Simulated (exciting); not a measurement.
# BN: the N K edge from the Bethe–Salpeter equation

How far do the exchange and direct terms reshape the N K edge of BN? The measurement to meet: NEXAFS, total electron yield on few-layer hexagonal BN, reported in Improvements in structural and optical properties of wafer-scale hexagonal boron nitride film by post-growth annealing (pmc:6646322, 2019), with 1s → π* at 401.2 eV and 1s → σ* at 408 eV.

Calculated with exciting sodium; X-ray absorption, core-level Bethe-Salpeter equation, exchange and statically screened direct term, Tamm-Dancoff, all-electron LAPW+lo PBE.

The database entry behind the starting cell differs from later determinations by our own check (about 0.3 % short, minor phase), so it need not match the best structure at ambient conditions.

## Step 1: Starting point

The structure is hexagonal, space group P6_3/mmc (No. 194). Conventional cell: a = 2.498 Å, b = 2.498 Å, c = 6.636 Å, α = 90.00°, β = 90.00°, γ = 120.00°. Nearest to N lie 3 B at 1.44 Å. Nearest to B lie 3 N at 1.44 Å. Farther neighbours and most contacts between anions are not listed.

As a file:

```xyz
4
Lattice="2.4982 0.0000 0.0000 -1.2491 2.1635 0.0000 0.0000 0.0000 6.6357" Properties=species:S:1:pos:R:3 pbc="T T T"
N     1.2491    0.7212    1.6589
N     0.0000    1.4424    4.9768
B     1.2491    0.7212    4.9768
B     0.0000    1.4424    1.6589
```

Differences between curves are given as r.m.s. difference over r.m.s. height.

## Step 2: Ground state

The species files are the program's own, with muffin-tin radii set in the input.

input.xml reads:

```
<input>
  <title>BN</title>
  <structure speciespath="." autormt="false" epslat="1.0e-5">
    <crystal>
      <basevect>4.7209893927 0.0000000000 0.0000000000</basevect>
      <basevect>-2.3604946964 4.0884967452 0.0000000000</basevect>
      <basevect>0.0000000000 0.0000000000 12.5396556429</basevect>
    </crystal>
    <species speciesfile="N.xml" rmt="1.322">
      <atom coord="0.6666666667 0.3333333333 0.2500000000"/>
      <atom coord="0.3333333333 0.6666666667 0.7500000000"/>
    </species>
    <species speciesfile="B.xml" rmt="1.322">
      <atom coord="0.6666666667 0.3333333333 0.7500000000"/>
      <atom coord="0.3333333333 0.6666666667 0.2500000000"/>
    </species>
  </structure>
  <groundstate do="fromscratch" xctype="GGA_PBE" ngridk="8 8 2" rgkmax="7" gmaxvr="14" nempty="8" swidth="0.001" maxscl="100" epsengy="1e-5"/>
</input>
```

Started as:

```bash
> OMP_NUM_THREADS=1 mpirun -n 4 exciting
```

Numbers of over 12 decimals in the logs are rounded to 6 here.

What it wrote:

```text
EXCITING SODIUM started
********************************************************************************
* Ground-state run starting from atomic densities                              *
********************************************************************************
+ Starting initialization                                                      +
[... lattice and species ...]
 Spin treatment                             :    spin-unpolarised
 Number of Bravais lattice symmetries       :      24
[...]
valence-band maximum at   10      0.3750  0.2500  0.0000
     conduction-band minimum at    5      0.5000  0.0000  0.0000
+ Self-consistent loop stopped                                                 +
 STATE.OUT is written
********************************************************************************
* Groundstate module stopped                                                   *
********************************************************************************
 Total time spent (seconds)                 :        34.43
| EXCITING SODIUM stopped                                                      =
[key lines of the parts left out:]
Total energy                               :      -159.40294173
Fermi energy                               :         0.21985822
```

The job ended after 36 s (4 MPI ranks of Arm Neoverse V2, shared host).

The mesh shows a gap of 4.28 eV. Core levels (Dirac, from the valence top):

```csv
atom,level,energy (eV)
N,1s1/2,-374.5
B,1s1/2,-171.7
```

## Step 3: A richer basis for the empty states

Each species file gets more local orbitals, built from u and its energy derivative at 0.15 Ha and u at 0.9 Ha.

input.xml is that of step 2.

SPECIES.xml, added lines reads:

```
<lo l="L">  <!-- L = 0, 1, 2 -->
  <wf matchingOrder="0" trialEnergy="0.1500" searchE="false"/>
  <wf matchingOrder="1" trialEnergy="0.1500" searchE="false"/>
  <wf matchingOrder="0" trialEnergy="0.9000" searchE="false"/>
</lo>
```

Started as:

```bash
> OMP_NUM_THREADS=1 mpirun -n 4 exciting
```

What it wrote:

```text
EXCITING SODIUM started
********************************************************************************
* Ground-state run starting from atomic densities                              *
********************************************************************************
+ Starting initialization                                                      +
[... lattice and species ...]
 Spin treatment                             :    spin-unpolarised
 Number of Bravais lattice symmetries       :      24
[...]
valence-band maximum at   10      0.3750  0.2500  0.0000
     conduction-band minimum at    5      0.5000  0.0000  0.0000
+ Self-consistent loop stopped                                                 +
 STATE.OUT is written
********************************************************************************
* Groundstate module stopped                                                   *
********************************************************************************
 Total time spent (seconds)                 :        38.01
| EXCITING SODIUM stopped                                                      =
[key lines of the parts left out:]
Total energy                               :      -159.40339785
Fermi energy                               :         0.22016658
```

The job ended after 39 s (4 MPI ranks).

Against the first ground state the total energy moves by -3 meV an atom and the gap by 0.00 eV.

## Step 4: Screening, kernels and BSE for N atom 1

The absorber has 3 B at 1.44 Å (trigonal planar, site symmetry -6m2).

input.xml: that of step 3 with these lines changed.

```diff
@@ -17,3 +17,20 @@
   </structure>
-  <groundstate do="fromscratch" xctype="GGA_PBE" ngridk="8 8 2" rgkmax="7" gmaxvr="14" nempty="8" swidth="0.001" maxscl="100" epsengy="1e-5"/>
+  <groundstate do="skip" xctype="GGA_PBE" ngridk="8 8 2" rgkmax="7" gmaxvr="14" nempty="8" swidth="0.001" maxscl="100" epsengy="1e-5"/>
+  <xs xstype="BSE" ngridk="7 7 2" ngridq="7 7 2" vkloff="0.097 0.273 0.493" rgkmax="7" nempty="19" gqmax="3" lmaxapwwf="5" lmaxemat="2" broad="0.01654" tevout="true">
+    <energywindow intv="13.476 15.092" points="439"/>
+    <screening screentype="full" nempty="36"/>
+    <BSE xas="true" xasspecies="1" xasatom="1" xasedge="K" bsetype="singlet" nstlxas="1 15"/>
+    <qpointset>
+      <qpoint>0 0 0</qpoint>
+    </qpointset>
+    <plan>
+      <doonly task="xsgeneigvec"/>
+      <doonly task="writepmatxs"/>
+      <doonly task="scrgeneigvec"/>
+      <doonly task="scrwritepmat"/>
+      <doonly task="screen"/>
+      <doonly task="scrcoulint"/>
+      <doonly task="exccoulint"/>
+    </plan>
+  </xs>
 </input>
```

input.xml for the last start (plan only) reads:

```
  <plan>
    <doonly task="bse"/>
  </plan>
```

Started as:

```bash
> OMP_NUM_THREADS=1 mpirun -n 4 exciting
> OMP_NUM_THREADS=4 exciting
```

What it wrote:

```text
| EXCITING SODIUM started for task xsgeneigvec ( 301)                          =
One-shot GS runs for BSE calculations
One-shot GS runs for k+qmt/2 grids
Info(xsgeneigvec): Generating eigenvectors for Q-point      1
Info(xsgeneigvec): Generation of eigenvectors finished
| EXCITING SODIUM started for task writepmatxs ( 320)                          =
Info(writepmatxs): Momentum matrix elements finished
| EXCITING SODIUM started for task scrgeneigvec ( 401)                         =
One-shot GS runs for BSE calculations
One-shot GS runs for k+qmt/2 grids
[...]
Info(setup_bse_block): Setting up RR part of hamiltonian
Info(setup_bse_block): Singlet spin state
Info(bse): Diagonalizing RR Hamiltonian (TDA)
Info(bse): Invoking Lapack routine ZHEEVR
      2940 eigen solutions found in the interval:
         i1=       1 i2=    2940
Info(bse): Writing excition energies and oscillator strengths to text file.
Info(makespectrum_dist): Making spectrum using formula for coupling with time reversed AR basis.
Info(makespectrum_dist): Using formalism for vanishing momentum transfer.
Info(writederived): Writing quantities derived from the macroscopic dielectric function.
Info(bselauncher): Spectrum finished for iqmt=  1
Info(bselauncher): All done for BSE type singlet
```

Elapsed: 7.6 min, on 4 MPI ranks.

Wall time by task: xsgeneigvec 11 s, writepmatxs 3.8 s, scrgeneigvec 12 s, scrwritepmat 2.6 s, screen 80 s, scrcoulint 3.3 min, exccoulint 2.3 min, bse 10 s.

The N K spectrum of N atom 1 (energy from the Kohn–Sham onset, core level to the lowest empty state found on the meshes used, 378.69 eV; the ground-state mesh sets it, and the shifted mesh has its lowest transition 0.17 eV above it; Im ε scaled to the maximum of the singlet run; cut below the end of the band set):

```csv
E (eV),isotropic,ε ⊥ c,ε ∥ c
-5.0,0.02,0.01,0.04
-4.5,0.03,0.01,0.06
-4.0,0.03,0.01,0.07
-3.5,0.04,0.01,0.10
-3.0,0.06,0.02,0.15
-2.5,0.09,0.02,0.25
-2.0,0.17,0.02,0.48
-1.5,0.42,0.02,1.23
-1.0,0.86,0.03,2.52
-0.5,0.61,0.04,1.74
0.0,0.42,0.05,1.16
0.5,0.32,0.07,0.82
1.0,0.33,0.11,0.77
1.5,0.34,0.18,0.66
2.0,0.34,0.24,0.53
2.5,0.33,0.28,0.44
3.0,0.35,0.33,0.39
3.5,0.53,0.59,0.41
4.0,0.74,0.96,0.31
4.5,0.67,0.90,0.20
5.0,0.86,1.21,0.15
5.5,0.98,1.39,0.16
6.0,0.88,1.23,0.17
6.5,0.70,0.96,0.19
7.0,0.61,0.80,0.23
7.5,0.54,0.69,0.24
8.0,0.44,0.55,0.23
8.5,0.37,0.45,0.19
9.0,0.30,0.38,0.14
9.5,0.30,0.40,0.09
10.0,0.38,0.53,0.07
10.5,0.43,0.60,0.08
11.0,0.41,0.58,0.09
11.5,0.39,0.54,0.09
12.0,0.41,0.55,0.11
12.5,0.49,0.63,0.20
13.0,0.54,0.63,0.36
13.5,0.46,0.57,0.25
14.0,0.45,0.58,0.20
14.5,0.41,0.51,0.21
15.0,0.33,0.37,0.25
15.5,0.28,0.29,0.26
16.0,0.27,0.25,0.31
```

Maxima (height): -1.0 eV (0.86), 3.9 eV (0.75), 5.3 eV (1.00), 10.7 eV (0.43) and 12.9 eV (0.55).

The Hamiltonian has 2940 rows. The lowest groups of eigenvalues and the brightest ones, on the scale above (the program counts from the shifted mesh's onset, 0.17 eV higher). Core spinors bring spin-forbidden partners, so dark means forbidden by spin or by symmetry, and the shifted mesh splits states that symmetry would keep together:

```
energy (eV)  states within 10 meV  relative strength
     -1.139                     4             2.3e-4
     -1.121                     1               dark
     -1.033                     1               1.00
     -0.533                     2             0.0059
     -0.476                     2              0.020
     -0.436                     1               dark
     -0.423                     1               0.16
      3.826                     2               0.14
      3.896                     1               0.22
      5.188                     3               0.16
      5.312                     2               0.10
      6.070                     4               0.11
```

## Step 5: Independent particles

input.xml: that of step 4 with these lines changed.

```diff
@@ -21,3 +21,3 @@
     <screening screentype="full" nempty="36"/>
-    <BSE xas="true" xasspecies="1" xasatom="1" xasedge="K" bsetype="singlet" nstlxas="1 15"/>
+    <BSE xas="true" xasspecies="1" xasatom="1" xasedge="K" bsetype="IP" nstlxas="1 15"/>
     <qpointset>
@@ -26,9 +26,3 @@
     <plan>
-      <doonly task="xsgeneigvec"/>
-      <doonly task="writepmatxs"/>
-      <doonly task="scrgeneigvec"/>
-      <doonly task="scrwritepmat"/>
-      <doonly task="screen"/>
-      <doonly task="scrcoulint"/>
-      <doonly task="exccoulint"/>
+      <doonly task="bse"/>
     </plan>
```

Started as:

```bash
> OMP_NUM_THREADS=4 exciting
```

What it wrote:

```text
| EXCITING SODIUM started for task bse ( 445)                                  =
Info(bselauncher): Init time:    0.214218
Info(bselauncher): Setting up and diagonalizing BSE Hamiltonian.
Info(bselauncher): Using momentum transfer vectors from list :   1 to  1
Info(bselauncher): Distributing qmt-points over   1 processes.
Info(bselauncher): BSE type: IP
Info(bselauncher): Momentum transfer list index: iqmt=  1
Info(bselauncher): Momentum transfer: vqmtl=   0.000   0.000   0.000
Info(bse): Inspecting occupations...
Info(setranges_modxs): Number of non-reduced k-points:       98
[...]
highest unoccupied state:  23
  Opening gap with a scissor of:      0.000/H      0.000/eV
Info(select_transitions): Number of participating transitions:    2940
Info(bse): Selecting transitions...
Info(bse):bsegap (eV):   378.856292
Info(bse): IP requested, nothing much to do
Info(bse): Writing excition energies and oscillator strengths to text file.
Info(makespectrum_dist): Making spectrum using formula for coupling with time reversed AR basis.
Info(makespectrum_dist): Using formalism for vanishing momentum transfer.
Info(writederived): Writing quantities derived from the macroscopic dielectric function.
Info(bselauncher): Spectrum finished for iqmt=  1
Info(bselauncher): All done for BSE type IP
```

Run time: 1.5 s. Hardware: 4 threads.

Maxima (height): 3.2 eV (0.35), 5.1 eV (0.43), 9.1 eV (0.69), 11.9 eV (0.41) and 16.1 eV (0.86). The spectrum differs from the singlet run by 65 % r.m.s. The highest maximum lies at 16.1 eV (0.86), against 5.3 eV (1.00).

## Step 6: Exchange alone

input.xml: that of step 5 with these lines changed.

```diff
@@ -21,3 +21,3 @@
     <screening screentype="full" nempty="36"/>
-    <BSE xas="true" xasspecies="1" xasatom="1" xasedge="K" bsetype="IP" nstlxas="1 15"/>
+    <BSE xas="true" xasspecies="1" xasatom="1" xasedge="K" bsetype="RPA" nstlxas="1 15"/>
     <qpointset>
```

Started as:

```bash
> OMP_NUM_THREADS=4 exciting
```

What it wrote:

```text
| EXCITING SODIUM started for task bse ( 445)                                  =
Info(bselauncher): Init time:    0.213389
Info(bselauncher): Setting up and diagonalizing BSE Hamiltonian.
Info(bselauncher): Using momentum transfer vectors from list :   1 to  1
Info(bselauncher): Distributing qmt-points over   1 processes.
Info(bselauncher): BSE type: RPA
Info(bselauncher): Momentum transfer list index: iqmt=  1
Info(bselauncher): Momentum transfer: vqmtl=   0.000   0.000   0.000
Info(bse): Inspecting occupations...
Info(setranges_modxs): Number of non-reduced k-points:       98
[...]
Info(setup_bse_block): Setting up RR part of hamiltonian
Info(setup_bse_block): Using RPA approximation
Info(bse): Diagonalizing RR Hamiltonian (TDA)
Info(bse): Invoking Lapack routine ZHEEVR
      2940 eigen solutions found in the interval:
         i1=       1 i2=    2940
Info(bse): Writing excition energies and oscillator strengths to text file.
Info(makespectrum_dist): Making spectrum using formula for coupling with time reversed AR basis.
Info(makespectrum_dist): Using formalism for vanishing momentum transfer.
Info(writederived): Writing quantities derived from the macroscopic dielectric function.
Info(bselauncher): Spectrum finished for iqmt=  1
Info(bselauncher): All done for BSE type RPA
```

Elapsed: 12 s, on 4 threads.

Maxima (height): 3.2 eV (0.34), 5.1 eV (0.43), 9.2 eV (0.67), 11.9 eV (0.40) and 16.2 eV (0.87). The spectrum differs from the independent-particle run by 3 % r.m.s.

## Step 7: Broadening

Changed against the first singlet run: half width (eV) from 0.45 to 0.11.

input.xml: that of step 6 with these lines changed.

```diff
@@ -18,6 +18,6 @@
   <groundstate do="skip" xctype="GGA_PBE" ngridk="8 8 2" rgkmax="7" gmaxvr="14" nempty="8" swidth="0.001" maxscl="100" epsengy="1e-5"/>
-  <xs xstype="BSE" ngridk="7 7 2" ngridq="7 7 2" vkloff="0.097 0.273 0.493" rgkmax="7" nempty="19" gqmax="3" lmaxapwwf="5" lmaxemat="2" broad="0.01654" tevout="true">
-    <energywindow intv="13.476 15.092" points="439"/>
+  <xs xstype="BSE" ngridk="7 7 2" ngridq="7 7 2" vkloff="0.097 0.273 0.493" rgkmax="7" nempty="19" gqmax="3" lmaxapwwf="5" lmaxemat="2" broad="0.00404" tevout="true">
+    <energywindow intv="13.476 15.092" points="1199"/>
     <screening screentype="full" nempty="36"/>
-    <BSE xas="true" xasspecies="1" xasatom="1" xasedge="K" bsetype="RPA" nstlxas="1 15"/>
+    <BSE xas="true" xasspecies="1" xasatom="1" xasedge="K" bsetype="singlet" nstlxas="1 15"/>
     <qpointset>
```

Started as:

```bash
> OMP_NUM_THREADS=4 exciting
```

What it wrote:

```text
| EXCITING SODIUM started for task bse ( 445)                                  =
Info(bselauncher): Init time:    0.211854
Info(bselauncher): Setting up and diagonalizing BSE Hamiltonian.
Info(bselauncher): Using momentum transfer vectors from list :   1 to  1
Info(bselauncher): Distributing qmt-points over   1 processes.
Info(bselauncher): BSE type: singlet
Info(bselauncher): Momentum transfer list index: iqmt=  1
Info(bselauncher): Momentum transfer: vqmtl=   0.000   0.000   0.000
Info(bse): Inspecting occupations...
[...]
Info(setup_bse_block): Setting up RR part of hamiltonian
Info(setup_bse_block): Singlet spin state
Info(bse): Diagonalizing RR Hamiltonian (TDA)
Info(bse): Invoking Lapack routine ZHEEVR
      2940 eigen solutions found in the interval:
         i1=       1 i2=    2940
Info(bse): Writing excition energies and oscillator strengths to text file.
Info(makespectrum_dist): Making spectrum using formula for coupling with time reversed AR basis.
Info(makespectrum_dist): Using formalism for vanishing momentum transfer.
Info(writederived): Writing quantities derived from the macroscopic dielectric function.
Info(bselauncher): Spectrum finished for iqmt=  1
Info(bselauncher): All done for BSE type singlet
```

The job ended after 12 s (4 threads).

(Part 1 of 2 ends here.)

[Banner, clock and machine lines of the logs are left out without a mark of their own.]

[Logs are printed without paths, hosts, clocks, repeated set-up lines and the standing remarks that a program may print on its own settings, such as how far it seeks lower states.]

[Hosts, paths, dates, database ids (printed as entryN), source tags and the programs' standing remarks are cut or masked in the printed files.]
